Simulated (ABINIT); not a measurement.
# YAlS3 (Pm-3m): phonons by linear response, part 6 of 6

How does YAlS3 (Pm-3m) vibrate, and is this structure a minimum?

ABINIT 10.8.3; DFT LDA, scalar-relativistic, plane waves, PseudoDojo norm-conserving pseudopotentials.

So far. Step 7 (Modes with the sum rule): The rule moves no optical mode by more than 0.1 cm⁻¹. Step 10 (Linear response at Γ): The acoustic modes at Γ come out as far as 3.5 cm⁻¹ from zero, where they should vanish, a small numerical error. The lowest optical mode is imaginary, 177i cm⁻¹, an instability at this level and on this k mesh. The relaxed cell has a = 4.536 Å (conventional setting).

The structure was built from a prototype and need not be the compound's stable phase.

## Step 11: Linear response on the mesh

Linear response treats each wavevector in the unit cell, with no supercell; the 2×2×2 mesh fixes the range of the force constants to be had.

Input file dfpt_q.abi:

```
ndtset 3

# wavevectors
qpt1 0.5 0.0 0.0
qpt2 0.5 0.5 0.0
qpt3 0.5 0.5 0.5

# displacements
getwfk_filepath "gso_WFK"
getwfq_filepath "gso_WFK"
kptopt 3
nqpt 1
rfphon 1
rfatpol 1 5
rfdir 1 1 1
tolvrs 1.0d-10
prtwf 0

# basis, mesh and filling
ecut 30.0
ngkpt 4 4 4
nshiftk 1
shiftk 0.0 0.0 0.0
istwfk *1
occopt 7
tsmear 0.01
nband 24
nstep 100
diemac 1000000.0
prtebands 0
prtgsr 0
useylm 1

# cell and atoms
acell 8.571172542 8.571172542 8.571172542
rprim 
    1.0 0.0 0.0
    0.0 1.0 0.0
    0.0 0.0 1.0
ntypat 3
znucl 39 13 16
natom 5
typat 1 2 3 3 3
xred 
    0.0 0.0 0.0
    0.5 0.5 0.5
    0.5 0.5 0.0
    0.5 0.0 0.5
    0.0 0.5 0.5
pp_dirpath "./pseudo"
pseudos "Y.upf, Al.upf, S.upf"
```

On the command line:

```bash
> OMP_NUM_THREADS=1 mpirun -n 4 abinit dfpt_q.abi > dfpt_q.log
```

Numbers of over 12 decimals in the logs are rounded to 6 here.

dfpt_q.abo, the main output file:

```text
[banners, grids, parts of the stress and lines that vanish by symmetry left out]
- input  file    -> dfpt_q.abi
- output file    -> dfpt_q.abo
- root for input  files -> dfpt_qi
[...]
DATASET    1 : space group Pm -3 m (#221); Bravais cP (primitive cubic)
[...]
nfft =       91125          nkpt =          64
[...]
DATASET    2 : space group Pm -3 m (#221); Bravais cP (primitive cubic)
[...]
nfft =       91125          nkpt =          64
[...]
DATASET    3 : space group Pm -3 m (#221); Bravais cP (primitive cubic)
[...]
nfft =       91125          nkpt =          64
[...]
== DATASET  1 ==================================================================
[...]
cutoff_energies: {ecut:  30.0, pawecutdg:  -1.0, }
[...]
Perturbation : displacement of atom   1   along direction   1
[...]
-ETOT  1   4.907216     -2.701E+03 1.107E+01 2.920E+04
 ETOT  2   2.257349     -2.650E+00 1.587E-01 1.030E+03
 ETOT  3   2.219109     -3.824E-02 3.426E-01 9.359E+02
 ETOT  4   2.152885     -6.622E-02 8.063E-01 1.884E+01
 ETOT  5   2.151723     -1.162E-03 2.212E-03 1.271E-01
[...]
At SCF step   13       vres2   =  4.61E-13 < tolvrs=  1.00E-10 =>converged.
[...]
Perturbation : displacement of atom   1   along direction   2
[...]
-ETOT  1 -0.831651     -2.502E+03 1.114E+01 7.846E+02
[...]
At SCF step   10       vres2   =  1.18E-11 < tolvrs=  1.00E-10 =>converged.
[...]
Perturbation : displacement of atom   2   along direction   1
[...]
-ETOT  1   10.381987102733     -6.401E+01 4.595E-01 5.915E+03
[...]
At SCF step   11       vres2   =  4.65E-11 < tolvrs=  1.00E-10 =>converged.
[...]
Perturbation : displacement of atom   2   along direction   2
[...]
-ETOT  1   9.632571     -4.950E+01 3.970E-01 6.923E+03
[...]
At SCF step   10       vres2   =  6.05E-11 < tolvrs=  1.00E-10 =>converged.
[...]
Perturbation : displacement of atom   3   along direction   1
[...]
-ETOT  1   11.252427668202     -5.838E+02 4.149E+00 1.491E+05
[...]
Perturbation : displacement of atom   3   along direction   2
[...]
-ETOT  1  0.776807     -5.333E+02 3.331E+00 4.513E+03
[...]
Perturbation : displacement of atom   3   along direction   3
[...]
-ETOT  1   17.897461186660     -5.515E+02 2.671E+00 1.231E+04
[...]
Perturbation : displacement of atom   5   along direction   1
[...]
-ETOT  1   28.931312395613     -6.015E+02 2.212E+00 1.713E+05
[...]
Perturbation : displacement of atom   5   along direction   2
[...]
-ETOT  1  0.729262     -5.333E+02 4.528E+00 5.628E+03
[...]
Phonon wavevector (reduced coordinates) :  0.50000  0.00000  0.00000
 Phonon energies in Hartree :
[...]
Phonon frequencies in cm-1    :
- -1.508812E+02 -1.508812E+02 -1.333370E+02 -1.132476E+02 -1.132476E+02
-  5.184009E+01  5.184009E+01  8.945201E+01  1.370219E+02  1.370219E+02
-  1.384011E+02  3.604634E+02  4.056713E+02  4.795534E+02  4.795534E+02
[...]
== DATASET  2 ==================================================================
[...]
cutoff_energies: {ecut:  30.0, pawecutdg:  -1.0, }
[...]
Perturbation : displacement of atom   1   along direction   1
[...]
-ETOT  1  0.508431     -2.607E+03 1.109E+01 9.692E+02
[...]
Perturbation : displacement of atom   1   along direction   3
[...]
-ETOT  1  0.157679     -2.493E+03 1.115E+01 3.555E+01
[...]
Perturbation : displacement of atom   2   along direction   1
[...]
-ETOT  1   10.622311948986     -5.641E+01 7.015E-01 9.605E+02
[...]
Perturbation : displacement of atom   2   along direction   3
[...]
-ETOT  1   9.694897     -4.890E+01 3.082E-01 5.896E+03
[...]
Perturbation : displacement of atom   3   along direction   1
[...]
-ETOT  1   2.818380     -5.628E+02 3.898E+00 2.752E+04
[...]
Perturbation : displacement of atom   3   along direction   3
[...]
-ETOT  1   18.831739447997     -5.485E+02 2.639E+00 1.189E+04
[...]
Perturbation : displacement of atom   4   along direction   1
[...]
-ETOT  1   4.900575     -5.607E+02 4.579E+00 4.118E+04
[...]
Perturbation : displacement of atom   4   along direction   2
[...]
-ETOT  1   21.815989009262     -5.792E+02 2.293E+00 5.121E+04
[...]
Perturbation : displacement of atom   4   along direction   3
[...]
-ETOT  1   1.211520     -5.307E+02 4.278E+00 4.452E+03
[...]
Phonon wavevector (reduced coordinates) :  0.50000  0.50000  0.00000
 Phonon energies in Hartree :
[...]
Phonon frequencies in cm-1    :
- -2.382349E+02 -1.670897E+02 -1.670897E+02 -7.491917E+01 -7.491917E+01
- -5.422460E+01  1.050289E+02  1.050289E+02  1.712020E+02  1.861902E+02
-  3.181808E+02  3.748450E+02  3.748450E+02  4.482505E+02  4.792988E+02
[...]
== DATASET  3 ==================================================================
[...]
cutoff_energies: {ecut:  30.0, pawecutdg:  -1.0, }
[...]
Perturbation : displacement of atom   1   along direction   1
[...]
-ETOT  1 -0.408054     -2.570E+03 1.111E+01 6.256E+03
[...]
Perturbation : displacement of atom   2   along direction   1
[...]
-ETOT  1   11.863406392207     -5.235E+01 2.234E-01 1.579E+03
[...]
Perturbation : displacement of atom   3   along direction   1
[...]
-ETOT  1 -6.83533048887952E-02 -5.545E+02 1.609E+00 1.059E+04
[...]
At SCF step   11       vres2   =  3.58E-12 < tolvrs=  1.00E-10 =>converged.
[...]
Perturbation : displacement of atom   3   along direction   3
[...]
-ETOT  1   18.268611746394     -5.715E+02 2.055E+00 2.336E+04
[...]
ETOT 10   12.525300781606      1.364E-12 5.723E-10 2.720E-10
 ETOT 11   12.525300781588     -1.842E-11 4.704E-11 1.030E-11
 At SCF step   11       vres2   =  1.03E-11 < tolvrs=  1.00E-10 =>converged.
[...]
Phonon wavevector (reduced coordinates) :  0.50000  0.50000  0.50000
 Phonon energies in Hartree :
[...]
Phonon frequencies in cm-1    :
- -2.698954E+02 -2.698954E+02 -2.698954E+02 -1.319634E+02 -1.319634E+02
- -1.319634E+02  1.595660E+02  1.595660E+02  1.595660E+02  3.103026E+02
-  3.103026E+02  3.933391E+02  3.933391E+02  3.933391E+02  4.784556E+02
[...]
strten2     0.0000000000E+00  0.0000000000E+00  0.0000000000E+00
           strten3     0.0000000000E+00  0.0000000000E+00  0.0000000000E+00
================================================================================
```

Elapsed: 22 min, on 4 MPI ranks of Arm Neoverse V1, shared host.

Numbers from this step:

| Quantity | Value |
| --- | --- |
| lowest mode on the q mesh (acoustic ones at the zone centre apart) | -269.9 cm⁻¹ |

Frequencies (cm⁻¹) before the sum rule at the irreducible wavevectors but Γ, which is solved apart; negative means imaginary. Frequencies by wavevector:

| q (fractions) | star | mode 1 | mode 2 | mode 3 | mode 4 | mode 13 | mode 14 | mode 15 |
| --- | --- | --- | --- | --- | --- | --- | --- | --- |
| 0.5 0 0 | 3 | -150.9 | -150.9 | -133.3 | -113.2 | 405.7 | 479.6 | 479.6 |
| 0.5 0.5 0 | 3 | -238.2 | -167.1 | -167.1 | -74.92 | 374.8 | 448.2 | 479.3 |
| 0.5 0.5 0.5 | 1 | -269.9 | -269.9 | -269.9 | -132 | 393.3 | 393.3 | 478.5 |

## Step 12: Interpolated phonon bands

anaddb transforms the dynamical matrices to force constants and back along the path; points of the mesh come back as solved, but for the sum rule and, in polar crystals, the LO-TO term at Γ; the rest is interpolation.

Input file anaddb.abi:

```
ddb_filepath "all_DDB"
output_file "anaddb.abo"
outdata_prefix "anaddb"
ifcflag 1
ngqpt 2 2 2
nqshft 1
q1shft 0.0 0.0 0.0
asr 1
chneut 0
dipdip 0
dipquad 0
quadquad 0
enunit 0
eivec 0
nph1l 62
qph1l 
    0.0 0.0 0.0 1.0
    0.0 0.05 0.0 1.0
    0.0 0.1 0.0 1.0
    0.0 0.15 0.0 1.0
    0.0 0.2 0.0 1.0
    0.0 0.25 0.0 1.0
    0.0 0.3 0.0 1.0
    0.0 0.35 0.0 1.0
    0.0 0.4 0.0 1.0
    0.0 0.45 0.0 1.0
    0.0 0.5 0.0 1.0
    0.05 0.5 0.0 1.0
    0.1 0.5 0.0 1.0
    0.15 0.5 0.0 1.0
    0.2 0.5 0.0 1.0
    0.25 0.5 0.0 1.0
    0.3 0.5 0.0 1.0
    0.35 0.5 0.0 1.0
    0.4 0.5 0.0 1.0
    0.45 0.5 0.0 1.0
    0.5 0.5 0.0 1.0
    0.45 0.45 0.0 1.0
    0.4 0.4 0.0 1.0
    0.35 0.35 0.0 1.0
    0.3 0.3 0.0 1.0
    0.25 0.25 0.0 1.0
    0.2 0.2 0.0 1.0
    0.15 0.15 0.0 1.0
    0.1 0.1 0.0 1.0
    0.05 0.05 0.0 1.0
    0.0 0.0 0.0 1.0
    0.05 0.05 0.05 1.0
    0.1 0.1 0.1 1.0
    0.15 0.15 0.15 1.0
    0.2 0.2 0.2 1.0
    0.25 0.25 0.25 1.0
    0.3 0.3 0.3 1.0
    0.35 0.35 0.35 1.0
    0.4 0.4 0.4 1.0
    0.45 0.45 0.45 1.0
    0.5 0.5 0.5 1.0
    0.45 0.5 0.45 1.0
    0.4 0.5 0.4 1.0
    0.35 0.5 0.35 1.0
    0.3 0.5 0.3 1.0
    0.25 0.5 0.25 1.0
    0.2 0.5 0.2 1.0
    0.15 0.5 0.15 1.0
    0.1 0.5 0.1 1.0
    0.05 0.5 0.05 1.0
    0.0 0.5 0.0 1.0
    0.5 0.5 0.5 1.0
    0.5 0.5 0.45 1.0
    0.5 0.5 0.4 1.0
    0.5 0.5 0.35 1.0
    0.5 0.5 0.3 1.0
    0.5 0.5 0.25 1.0
    0.5 0.5 0.2 1.0
    0.5 0.5 0.15 1.0
    0.5 0.5 0.1 1.0
    0.5 0.5 0.05 1.0
    0.5 0.5 0.0 1.0
```

Input file mrgddb.in:

```
all_DDB
merged
4
dfpt_gammao_DDB
dfpt_qo_DS1_DDB
dfpt_qo_DS2_DDB
dfpt_qo_DS3_DDB
```

On the command line:

```bash
> mrgddb < mrgddb.in > mrgddb.log
> OMP_NUM_THREADS=1 anaddb anaddb.abi > anaddb.log
```

anaddb.abo, the main output file:

```text
[banners, grids, parts of the stress and lines that vanish by symmetry left out]
-outvars_anaddb: echo values of input variables ----------------------

 Flags :
[...]
Phonon wavevector (reduced coordinates) :  0.00000  0.00000  0.00000
 Phonon energies in Hartree :
[...]
Phonon frequencies in cm-1    :
- -1.770174E+02 -1.770174E+02 -1.770174E+02 -1.614542E+02 -1.614542E+02
- -1.614542E+02  0.000000E+00  0.000000E+00  0.000000E+00  1.042986E+02
-  1.042986E+02  1.042986E+02  4.800208E+02  4.800208E+02  4.800208E+02
[...]
Phonon wavevector (reduced coordinates) :  0.00000  0.05000  0.00000
 Phonon energies in Hartree :
[...]
Phonon frequencies in cm-1    :
- -1.760787E+02 -1.760409E+02 -1.760409E+02 -1.609980E+02 -1.609980E+02
- -1.587945E+02  1.163637E+01  1.163637E+01  2.567647E+01  1.050896E+02
-  1.050896E+02  1.126133E+02  4.792816E+02  4.800100E+02  4.800100E+02
[...]
Phonon wavevector (reduced coordinates) :  0.00000  0.10000  0.00000
 Phonon energies in Hartree :
[...]
Phonon frequencies in cm-1    :
- -1.733256E+02 -1.732197E+02 -1.732197E+02 -1.595995E+02 -1.595995E+02
- -1.508144E+02  2.266104E+01  2.266104E+01  4.818526E+01  1.073926E+02
-  1.073926E+02  1.351124E+02  4.770381E+02  4.799785E+02  4.799785E+02
[...]
Phonon wavevector (reduced coordinates) :  0.00000  0.15000  0.00000
 Phonon energies in Hartree :
[...]
Phonon frequencies in cm-1    :
- -1.689497E+02 -1.689497E+02 -1.689482E+02 -1.570977E+02 -1.570977E+02
- -1.374826E+02  3.250425E+01  3.250425E+01  6.743904E+01  1.110006E+02
-  1.110006E+02  1.661172E+02  4.732158E+02  4.799293E+02  4.799293E+02
[...]
Phonon wavevector (reduced coordinates) :  0.00000  0.20000  0.00000
 Phonon energies in Hartree :
[...]
Phonon frequencies in cm-1    :
- -1.641147E+02 -1.641147E+02 -1.632654E+02 -1.529986E+02 -1.529986E+02
- -1.186184E+02  4.068641E+01  4.068641E+01  8.441181E+01  1.155755E+02
[...]
Phonon wavevector (reduced coordinates) :  0.00000  0.25000  0.00000
 Phonon energies in Hartree :
[...]
Phonon frequencies in cm-1    :
[...]
Phonon wavevector (reduced coordinates) :  0.00000  0.30000  0.00000
 Phonon energies in Hartree :
[...]
Phonon frequencies in cm-1    :
[...]
Phonon wavevector (reduced coordinates) :  0.00000  0.35000  0.00000
 Phonon energies in Hartree :
[...]
Phonon frequencies in cm-1    :
[...]
Phonon wavevector (reduced coordinates) :  0.00000  0.40000  0.00000
 Phonon energies in Hartree :
[...]
Phonon frequencies in cm-1    :
[...]
Phonon wavevector (reduced coordinates) :  0.00000  0.45000  0.00000
 Phonon energies in Hartree :
[...]
Phonon frequencies in cm-1    :
[...]
Phonon wavevector (reduced coordinates) :  0.00000  0.50000  0.00000
 Phonon energies in Hartree :
[...]
Phonon frequencies in cm-1    :
[...]
Phonon wavevector (reduced coordinates) :  0.05000  0.50000  0.00000
 Phonon energies in Hartree :
[...]
Phonon frequencies in cm-1    :
[...]
Phonon wavevector (reduced coordinates) :  0.10000  0.50000  0.00000
 Phonon energies in Hartree :
[...]
Phonon frequencies in cm-1    :
[...]
Phonon wavevector (reduced coordinates) :  0.15000  0.50000  0.00000
 Phonon energies in Hartree :
[...]
Phonon frequencies in cm-1    :
[...]
Phonon wavevector (reduced coordinates) :  0.25000  0.25000  0.25000
 Phonon energies in Hartree :
[...]
Phonon frequencies in cm-1    :
[...]
-  2.302071E+02  2.778268E+02  4.421925E+02  4.421925E+02  4.910108E+02
  Phonon wavevector (reduced coordinates) :  0.30000  0.30000  0.30000
 Phonon energies in Hartree :
[...]
Phonon frequencies in cm-1    :
- -2.233050E+02 -2.066716E+02 -2.066716E+02 -1.212761E+02 -1.212761E+02
- -8.920670E+01  1.477388E+02  1.477388E+02  1.492161E+02  2.575334E+02
-  2.575334E+02  3.142309E+02  4.278173E+02  4.278173E+02  4.911253E+02
  Phonon wavevector (reduced coordinates) :  0.35000  0.35000  0.35000
 Phonon energies in Hartree :
[...]
Phonon frequencies in cm-1    :
- -2.408743E+02 -2.305396E+02 -2.305396E+02 -1.237795E+02 -1.237795E+02
- -1.054535E+02  1.567101E+02  1.567101E+02  1.578048E+02  2.803258E+02
[...]
Phonon wavevector (reduced coordinates) :  0.40000  0.40000  0.40000
 Phonon energies in Hartree :
[...]
Phonon frequencies in cm-1    :
[...]
Phonon wavevector (reduced coordinates) :  0.45000  0.45000  0.45000
 Phonon energies in Hartree :
[...]
Phonon frequencies in cm-1    :
[...]
Phonon wavevector (reduced coordinates) :  0.50000  0.50000  0.50000
 Phonon energies in Hartree :
[...]
Phonon frequencies in cm-1    :
[...]
Phonon wavevector (reduced coordinates) :  0.50000  0.50000  0.05000
 Phonon energies in Hartree :
[...]
Phonon frequencies in cm-1    :
[...]
Phonon wavevector (reduced coordinates) :  0.50000  0.50000  0.00000
 Phonon energies in Hartree :
[...]
Phonon frequencies in cm-1    :
[...]
- -5.394195E+01  1.050925E+02  1.050925E+02  1.712199E+02  1.861588E+02
-  3.182201E+02  3.748399E+02  3.748399E+02  4.482784E+02  4.793141E+02
-
```

Elapsed: 0.54 s, on 1 thread.

Read from the output:

- lowest frequency on the path: -269.9 cm⁻¹

Anaddb. The phonon branches at the labelled points (cm⁻¹):

| point | branch 1 | branch 2 | branch 3 | branch 4 | branch 12 | branch 13 | branch 14 | branch 15 |
| --- | --- | --- | --- | --- | --- | --- | --- | --- |
| Γ | -177 | -177 | -177 | -162 | 104 | 480 | 480 | 480 |
| halfway | -160 | -160 | -157 | -147 | 235 | 460 | 480 | 480 |
| X | -151 | -151 | -133 | -113 | 360 | 406 | 480 | 480 |
| halfway | -208 | -148 | -144 | -127 | 368 | 387 | 470 | 479 |
| M | -238 | -167 | -167 | -75 | 375 | 375 | 448 | 479 |
| halfway | -195 | -149 | -139 | -137 | 257 | 442 | 476 | 480 |
| Γ | -177 | -177 | -177 | -162 | 104 | 480 | 480 | 480 |
| halfway | -206 | -184 | -184 | -122 | 278 | 442 | 442 | 491 |
| R | -270 | -270 | -270 | -132 | 393 | 393 | 393 | 478 |
| halfway | -224 | -207 | -193 | -122 | 376 | 379 | 442 | 490 |
| X | -151 | -151 | -133 | -113 | 360 | 406 | 480 | 480 |
| jump to R | -270 | -270 | -270 | -132 | 393 | 393 | 393 | 478 |
| halfway | -255 | -226 | -226 | -124 | 384 | 384 | 413 | 486 |
| M | -238 | -167 | -167 | -75 | 375 | 375 | 448 | 479 |

The path dips to 270i cm⁻¹.

## Step 13: Density of states

Sums over the zone need many more wavevectors than were solved, so the interpolation is sampled on a dense mesh.

Input file anaddb.abi:

```
ddb_filepath "all_DDB"
output_file "anaddb.abo"
outdata_prefix "anaddb"
ifcflag 1
ngqpt 2 2 2
nqshft 1
q1shft 0.0 0.0 0.0
asr 1
chneut 0
dipdip 0
dipquad 0
quadquad 0
prtdos 2
ng2qpt 10 10 10
dosdeltae 4.5563e-06
ntemper 11
temperinc 100.0
tempermin 0.0
```

On the command line:

```bash
> OMP_NUM_THREADS=1 anaddb anaddb.abi > anaddb.log
```

anaddb.abo, the main output file:

```text
-outvars_anaddb: echo values of input variables ----------------------

 Flags :
     ifcflag         1
 Miscellaneous information :
         asr         1
      chneut         0
 Interatomic Force Constants Inputs :
      dipdip         0
     dipquad         0
    quadquad         0
      ifcana         0
      ifcout         0
 Description of grid 1 :
        brav         1
       ngqpt         2         2         2
      nqshft         1
      q1shft
                     0.00000000E+00  0.00000000E+00  0.00000000E+00
 Phonon DOS information :
   dosdeltae  4.55630000E-06
    dossmear  4.55633525E-06
 Description of grid 2 (Fourier interp. or BZ sampling):
      ng2qpt        10        10        10
      ngrids         4
      q2shft         0.00000000E+00  0.00000000E+00  0.00000000E+00

================================================================================

 read the DDB information and perform some checks

  ==== Info on the Cryst% object ====
 Real(R)+Recip(G) space primitive vectors, cartesian coordinates (Bohr,Bohr^-1):
 R(1)=  8.5711725  0.0000000  0.0000000  G(1)=  0.1166702  0.0000000  0.0000000
 R(2)=  0.0000000  8.5711725  0.0000000  G(2)=  0.0000000  0.1166702  0.0000000
 R(3)=  0.0000000  0.0000000  8.5711725  G(3)=  0.0000000  0.0000000  0.1166702
 Unit cell volume ucvol=  6.2968118E+02 bohr^3
 Angles (23,13,12)=  9.00000000E+01  9.00000000E+01  9.00000000E+01 degrees
 Time-reversal symmetry is present
 Reduced atomic positions [iatom, xred, symbol]:
    1)    0.0000000  0.0000000  0.0000000   Y
    2)    0.5000000  0.5000000  0.5000000  Al
    3)    0.5000000  0.5000000  0.0000000   S
    4)    0.5000000  0.0000000  0.5000000   S
    5)    0.0000000  0.5000000  0.5000000   S

 DDB file with 4 blocks has been read.

================================================================================

 Calculation of the interatomic forces

       Homogeneous q point set in the B.Z.
 Grid q points  :        8
  1)   0.00000000E+00  0.00000000E+00  0.00000000E+00
  2)   5.00000000E-01  0.00000000E+00  0.00000000E+00
  3)   0.00000000E+00  5.00000000E-01  0.00000000E+00
  4)   5.00000000E-01  5.00000000E-01  0.00000000E+00
  5)   0.00000000E+00  0.00000000E+00  5.00000000E-01
  6)   5.00000000E-01  0.00000000E+00  5.00000000E-01
  7)   0.00000000E+00  5.00000000E-01  5.00000000E-01
  8)   5.00000000E-01  5.00000000E-01  5.00000000E-01

 The interatomic forces have been obtained

================================================================================

 Calculation of phonon density of states

 Average speed of sound partial sums:     0.1828375362E-02 (at units)
-                                   =           3.9999 [km/s]

 Debye frequency from partial sums:     0.8314614358E-03 (Ha)
-                                 =     0.5470753440E+01 (THz)
-Debye temperature from partial sums:     0.2625547555E+03 (K)

 Average speed of sound:     0.2245071119E-04 (at units)
-                      =           0.0491 [km/s]

 Debye frequency from DOS:     0.1020955596E-04 (Ha)
-                        =     0.6717565116E-01 (THz)
-Debye temperature from DOS:     0.3223922785E+01 (K)

-
```

It took 0.99 s on 1 thread.

Numbers from this step:

```
share of modes beyond 3i cm⁻¹ on the dense interpolated mesh : 0.3896
```

The phonon density of states has structure finer than the step of the table below, so its rows give means over 25 cm⁻¹, whole bins alone (the curve runs from -300 to 510 cm⁻¹). Peaks (cm⁻¹: height): -159.9: 0.0578, -119.9: 0.0872, 155.1: 0.0518, 485.1: 0.0889.

Tetrahedra. Table of phonon density of states by wavenumber; means over each step:

wavenumber (cm⁻¹), phonon density of states (1/cm⁻¹/cell) and a bar:
```
     -275     0.0006 
     -250     0.0086 ####
     -225     0.0178 #########
     -200     0.0221 ###########
     -175     0.0337 #################
     -150     0.0448 ######################
     -125     0.0598 ##############################
     -100     0.0206 ##########
      -75     0.0107 #####
      -50     0.0086 ####
      -25     0.0044 ##
        0     0.0035 #
       25     0.0039 ##
       50     0.0095 #####
       75     0.0157 ########
      100     0.0256 #############
      125     0.0310 ###############
      150     0.0459 #######################
      175     0.0277 ##############
      200     0.0119 ######
      225     0.0113 #####
      250     0.0107 #####
      275     0.0121 ######
      300     0.0125 ######
      325     0.0068 ###
      350     0.0112 #####
      375     0.0137 #######
      400     0.0174 #########
      425     0.0157 ########
      450     0.0205 ##########
      475     0.0486 ########################
```

## Step 14: Results

| Quantity | Value |
| --- | --- |
| space group after relaxation | Pm-3m |
| volume per atom | 18.7 Å³ |
| highest optical zone-centre mode (no LO-TO term) | 480.5 cm⁻¹ |
| lowest optical zone-centre mode | -169.4 cm⁻¹ |
| q mesh | 2×2×2 |
| lowest mode on the q mesh (acoustic ones at the zone centre apart) | -269.9 cm⁻¹ |
| imaginary modes on the q mesh | yes |

**Reading.** YAlS3 (Pm-3m) is unstable: a mode solved on the 2×2×2 mesh is imaginary, 270i cm⁻¹; its spectrum reaches 491 cm⁻¹. At the LDA level the optical modes of YAlS3 (Pm-3m) at the zone centre run from 169i to 480 cm⁻¹, so the structure is a saddle point, with 6 modes beyond 10i cm⁻¹ there. The most unstable solved mode lies at q = (0.5, 0.5, 0.5), on the zone boundary, so the distortion that it points to doubles the cell. These are harmonic frequencies at zero temperature: anharmonic shifts and linewidths and thermal expansion are left out. In a metal the frequencies hang on the k mesh and the smearing, most of all near Kohn anomalies. The structure is a hypothetical one, built on a prototype.

[Host names and launcher messages were left out of these logs when they were recorded.]

[Logs are printed without paths, hosts, clocks, repeated set-up lines and the standing remarks that a program may print on its own settings, such as how far it seeks lower states.]

[Hosts, paths, dates, database ids (printed as entryN), source tags and the programs' standing remarks are cut or masked in the printed files.]
